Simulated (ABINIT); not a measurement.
## Quasiparticle gap of KBr (Fm-3m) in ABINIT

Wanted: ground state, empty states, screening and self-energy for KBr (Fm-3m).

Main program and level: ABINIT 10.8.3; PBE and many-body steps on it, plane waves.

Most raw output is cut from this account.

## (1) Set-up

It takes space group Fm-3m (No. 225, cubic). Conventional cell: a = 6.600 Å, b = 6.600 Å, c = 6.600 Å, α = 90.00°, β = 90.00°, γ = 90.00°. Nearest to K lie 6 Br at 3.30 Å. Nearest to Br lie 6 K at 3.30 Å. Farther neighbours and most contacts between anions are not listed.

Structure file:

```cif
data_structure
_symmetry_space_group_name_H-M 'P 1'
_symmetry_Int_Tables_number 1
_cell_length_a 4.6669
_cell_length_b 4.6669
_cell_length_c 4.6669
_cell_angle_alpha 60.000
_cell_angle_beta 60.000
_cell_angle_gamma 60.000
_cell_volume 71.87
loop_
_atom_site_label
_atom_site_type_symbol
_atom_site_fract_x
_atom_site_fract_y
_atom_site_fract_z
_atom_site_occupancy
K1 K 0.00000 0.00000 0.00000 1
Br2 Br 0.50000 0.50000 0.50000 1
```

The cell and positions come from the Crystallography Open Database and are kept as given unless a step says otherwise.

## (2) Ground state

This step: ABINIT 10.8.3; DFT, PBE with spin-orbit coupling, plane waves, norm-conserving pseudopotentials.

The ground-state density comes first.

Input file run.abi:

```
acell 3*1.0 Angstrom
rprim 
  0.000000000000 3.300000000000 3.300000000000
  3.300000000000 0.000000000000 3.300000000000
  3.300000000000 3.300000000000 0.000000000000
ntypat 2
znucl 19 35
natom 2
typat 1 2
xred 
  0.000000000000 0.000000000000 0.000000000000
  0.500000000000 0.500000000000 0.500000000000
pp_dirpath "pseudos"
pseudos "K.upf, Br.upf"
ecut 33
nspinor 2
ngkpt 4 4 4
nshiftk 1
shiftk 0 0 0
kptopt 1
chksymbreak 0
nband 26
occopt 1
tolvrs 1e-10
nstep 60
prtwf 0
optforces 0
optstress 0
indata_prefix "in"
outdata_prefix "out"
tmpdata_prefix "tmp"
```

Launch:

```bash
> OMP_NUM_THREADS=1 mpirun -n 8 abinit run.abi > log
```

The job ended after 15 s (8 MPI ranks of Arm Neoverse V1, shared host; peak memory 0.67 GiB; 1.9 min of CPU time).

Numbers from this step:

- total energy: -1249.4747 eV
- gap: 4.274 eV
- k of the valence top: 0, 0, 0
- k of the conduction bottom: 0, 0, 0
- least direct gap: 4.274 eV

The gap is direct, at Γ.

## (3) Bands along the symmetry lines

Levels along a band path, at the cheap level, show where the edges lie and whether the meshes to come will hold them.

Input file run.abi:

```
acell 3*1.0 Angstrom
rprim 
  0.000000000000 3.300000000000 3.300000000000
  3.300000000000 0.000000000000 3.300000000000
  3.300000000000 3.300000000000 0.000000000000
ntypat 2
znucl 19 35
natom 2
typat 1 2
xred 
  0.000000000000 0.000000000000 0.000000000000
  0.500000000000 0.500000000000 0.500000000000
pp_dirpath "pseudos"
pseudos "K.upf, Br.upf"
ecut 33
nspinor 2
iscf -2
irdden 1
kptopt 0
nkpt 26
kpt 
  0.00000000 0.00000000 0.00000000
  0.12500000 0.00000000 0.12500000
  0.25000000 0.00000000 0.25000000
  0.37500000 0.00000000 0.37500000
  0.50000000 0.00000000 0.50000000
  0.53125000 0.06250000 0.53125000
  0.56250000 0.12500000 0.56250000
  0.59375000 0.18750000 0.59375000
  0.62500000 0.25000000 0.62500000
  0.37500000 0.37500000 0.75000000
  0.28125000 0.28125000 0.56250000
  0.18750000 0.18750000 0.37500000
  0.09375000 0.09375000 0.18750000
  0.00000000 0.00000000 0.00000000
  0.12500000 0.12500000 0.12500000
  0.25000000 0.25000000 0.25000000
  0.37500000 0.37500000 0.37500000
  0.50000000 0.50000000 0.50000000
  0.50000000 0.43750000 0.56250000
  0.50000000 0.37500000 0.62500000
  0.50000000 0.31250000 0.68750000
  0.50000000 0.25000000 0.75000000
  0.50000000 0.18750000 0.68750000
  0.50000000 0.12500000 0.62500000
  0.50000000 0.06250000 0.56250000
  0.50000000 0.00000000 0.50000000
istwfk *1
nband 32
nbdbuf 6
tolwfr 1e-08
nstep 40
prtwf 0
prtvol 0
indata_prefix "in"
outdata_prefix "out"
tmpdata_prefix "tmp"
```

Run time: 45 s. Hardware: 8 MPI ranks; peak memory 0.65 GiB; 6 min of CPU time.

Numbers from this step:

```yaml
gap: 4.274 eV
k_of_the_valence_top: 0, 0, 0
k_of_the_conduction_bottom: 0, 0, 0
least_direct_gap: 4.274 eV
```

The gap is 4.274 eV, as in the run before at this level.

Electronic bands along the path, in eV, zero at the top of the highest filled band; v1 is the highest filled band, c1 the lowest empty one:

```csv
point,v4,v3,v2,v1,c1,c2,c3,c4
Γ,0.00,0.00,0.00,0.00,4.27,4.27,7.44,7.44
halfway,-0.40,-0.40,-0.17,-0.17,5.74,5.74,6.37,6.37
X,-0.52,-0.52,-0.30,-0.30,5.71,5.71,7.04,7.04
halfway,-0.58,-0.58,-0.35,-0.35,5.91,5.91,7.30,7.30
U,-0.70,-0.70,-0.42,-0.42,6.43,6.43,7.99,7.99
jump to K,-0.70,-0.70,-0.42,-0.42,6.43,6.43,7.99,7.99
halfway,-0.48,-0.48,-0.26,-0.26,5.99,5.99,7.12,7.12
Γ,0.00,0.00,0.00,0.00,4.27,4.27,7.44,7.44
halfway,-0.40,-0.40,-0.18,-0.18,5.53,5.53,7.33,7.33
L,-0.60,-0.60,-0.35,-0.35,6.43,6.43,8.07,8.07
halfway,-0.66,-0.66,-0.42,-0.42,6.85,6.85,7.64,7.64
W,-0.62,-0.62,-0.57,-0.57,7.20,7.20,7.25,7.25
halfway,-0.60,-0.60,-0.41,-0.41,6.13,6.13,7.50,7.50
X,-0.52,-0.52,-0.30,-0.30,5.71,5.71,7.04,7.04
```

## (4) Empty states on the mesh, 4×4×4 mesh, 158 bands

The sums over transitions need many empty states on a uniform mesh; this step solves for them.

Input file run.abi:

```
acell 3*1.0 Angstrom
rprim 
  0.000000000000 3.300000000000 3.300000000000
  3.300000000000 0.000000000000 3.300000000000
  3.300000000000 3.300000000000 0.000000000000
ntypat 2
znucl 19 35
natom 2
typat 1 2
xred 
  0.000000000000 0.000000000000 0.000000000000
  0.500000000000 0.500000000000 0.500000000000
pp_dirpath "pseudos"
pseudos "K.upf, Br.upf"
ecut 33
nspinor 2
ngkpt 4 4 4
nshiftk 1
shiftk 0 0 0
kptopt 1
chksymbreak 0
iscf -2
irdden 1
istwfk *1
nband 158
nbdbuf 14
tolwfr 1e-09
nstep 60
prtvol 0
indata_prefix "in"
outdata_prefix "out"
tmpdata_prefix "tmp"
```

The job ended after 70 s (8 MPI ranks; peak memory 0.84 GiB; 9.3 min of CPU time).

Numbers from this step:

| Property | Result |
| --- | --- |
| gap | 4.274 eV |
| k of the valence top | 0, 0, 0 |
| k of the conduction bottom | 0, 0, 0 |
| least direct gap | 4.274 eV |
| k points computed | 8 |
| lowest point of the top converged band, above the valence top | 48.73 eV |

On this mesh the gap is 4.274 eV.

## (5) Screening, 4×4×4 mesh, 144 bands, screening to 119.7 eV

The RPA dielectric matrix is built and inverted for each q.

This step: RPA screening on PBE with spin-orbit coupling, plane waves, norm-conserving pseudopotentials.

Edit run.abi of step 4 so:

```diff
@@ -21,10 +21,11 @@
 chksymbreak 0
-iscf -2
-irdden 1
 istwfk *1
-nband 158
-nbdbuf 14
-tolwfr 1e-09
-nstep 60
-prtvol 0
+occopt 1
+irdwfk 1
+optdriver 3
+nband 144
+ecuteps 4.4
+inclvkb 0
+awtr 1
+symchi 1
 indata_prefix "in"
```

Run time: 68 s. Hardware: 8 MPI ranks; peak memory 3 GiB; 9.1 min of CPU time.

This step gave:

- ε∞ with local fields, on this mesh, along the program's q direction: 2.406
- the same without local fields: 2.916
- plasma frequency: 17.52 eV
- plane waves in the screening matrix: 181

Local fields lower ε∞ by 17 %.

## (6) Self-energy, 4×4×4 mesh, 144 bands, screening to 119.7 eV

The self-energy is evaluated for the states that the input lists, and the levels follow from it, in one-shot runs by the linearised quasiparticle equation.

This step: G0W0 on PBE with spin-orbit coupling, plane waves, norm-conserving pseudopotentials.

Edit run.abi of step 5 so:

```diff
@@ -24,8 +24,15 @@
 irdwfk 1
-optdriver 3
+optdriver 4
 nband 144
+gwcalctyp 0
+ecutsigx 33
+symsigma 0
+nkptgw 1
+kptgw 
+  0.0000000000 0.0000000000 0.0000000000
+bdgw 
+  13 22
 ecuteps 4.4
-inclvkb 0
-awtr 1
-symchi 1
+irdscr 1
+ppmodel 1
 indata_prefix "in"
```

Elapsed: 54 s, on 8 MPI ranks; peak memory 2.4 GiB.

This step gave:

| Item | Value |
| --- | --- |
| G0W0 gap on the points computed | 6.565 eV |
| starting gap on the mesh | 4.274 eV |
| k of the valence top | 0, 0, 0 |
| k of the conduction bottom | 0, 0, 0 |
| Z at the valence top | 0.82 |
| Z at the conduction bottom | 0.868 |
| least direct G0W0 gap on the computed points | 6.565 eV |

The gap on the mesh goes from 4.27 eV to 6.56 eV, a correction of +2.29 eV.

Limits: finite bands, cutoff and mesh; screening head approximate. v1 is the top filled band, c1 the lowest empty one. Levels before and after the correction, in eV, zero at the valence-band top of each column:

```csv
,conduction bottom,valence top
Kohn-Sham,4.27,0.00
G0W0,6.57,0.00
```

```csv
,level,energy (eV)
Kohn-Sham,Γ v4,0.000
Kohn-Sham,Γ v3-v1,0.000
Kohn-Sham,Γ c1-c2,4.274
Kohn-Sham,Γ c3-c6,7.443
G0W0,Γ v4,-0.006
G0W0,Γ v3-v1,-0.001
G0W0,Γ c1-c2,6.565
G0W0,Γ c3-c6,10.573
```

## (7) Where the time went

Times are wall times on 8 MPI ranks of Arm Neoverse V1, shared host, good to a factor of about two.

```csv
step,time,share,memory (GiB)
ground state,15 s,6 %,0.67
bands along the symmetry lines,45 s,18 %,0.65
empty states on the mesh,70 s,28 %,0.84
screening,68 s,27 %,3.0
self-energy,54 s,22 %,2.4
```

## (8) Results

| Item | Value |
| --- | --- |
| PBE gap | 4.27 eV, direct |
| G0W0 gap on the mesh | 6.56 eV |
| GW settings | 4×4×4 mesh, 144 bands, screening to 119.7 eV, Godby-Needs plasmon pole |
| known limits | not at the basis limit; screening head approximate |

G0W0 moves the gap on the mesh from 4.27 eV to 6.56 eV (+2.29 eV), with Z of 0.82 and 0.87 at the edges. Local fields lower the RPA ε∞ on this mesh from 2.92 to 2.41. Only 1 of the mesh's irreducible points was corrected, so a valley elsewhere could overtake. Bands and cutoff are finite, so the gap is not at the basis limit. The miss can reach some tenths of an eV and take either sign; the mesh is an error of its own. In the G0W0 run levels were corrected at 1 k point alone, so a gap called «on the mesh» is the least over those, and an edge elsewhere would be missed. The long-wavelength limit of the screening leaves out the non-local commutator, which shifts ε∞.

[Paths, hosts, dates, memory and timing lines, banners, echoed tables and standing remarks are left out of the program output.]

[Logs are printed without paths, hosts, clocks, repeated set-up lines and the standing remarks that a program may print on its own settings, such as how far it seeks lower states.]

[Runs of the session that timed out or met a known fault of the program may be left out.]

[Hosts, paths, dates, database ids (printed as entryN), source tags and the programs' standing remarks are cut or masked in the printed files.]

[G0W0 gaps are taken among the corrected bands and points alone; a level outside them can change the order at an edge.]

[Where Ansatz stands beside ABINIT at settings called matched, ABINIT's density can come from a denser mesh and the files from another edition; pairs whose starting gaps differed by over 0.03 eV were left out, so agreement reads better than it is.]
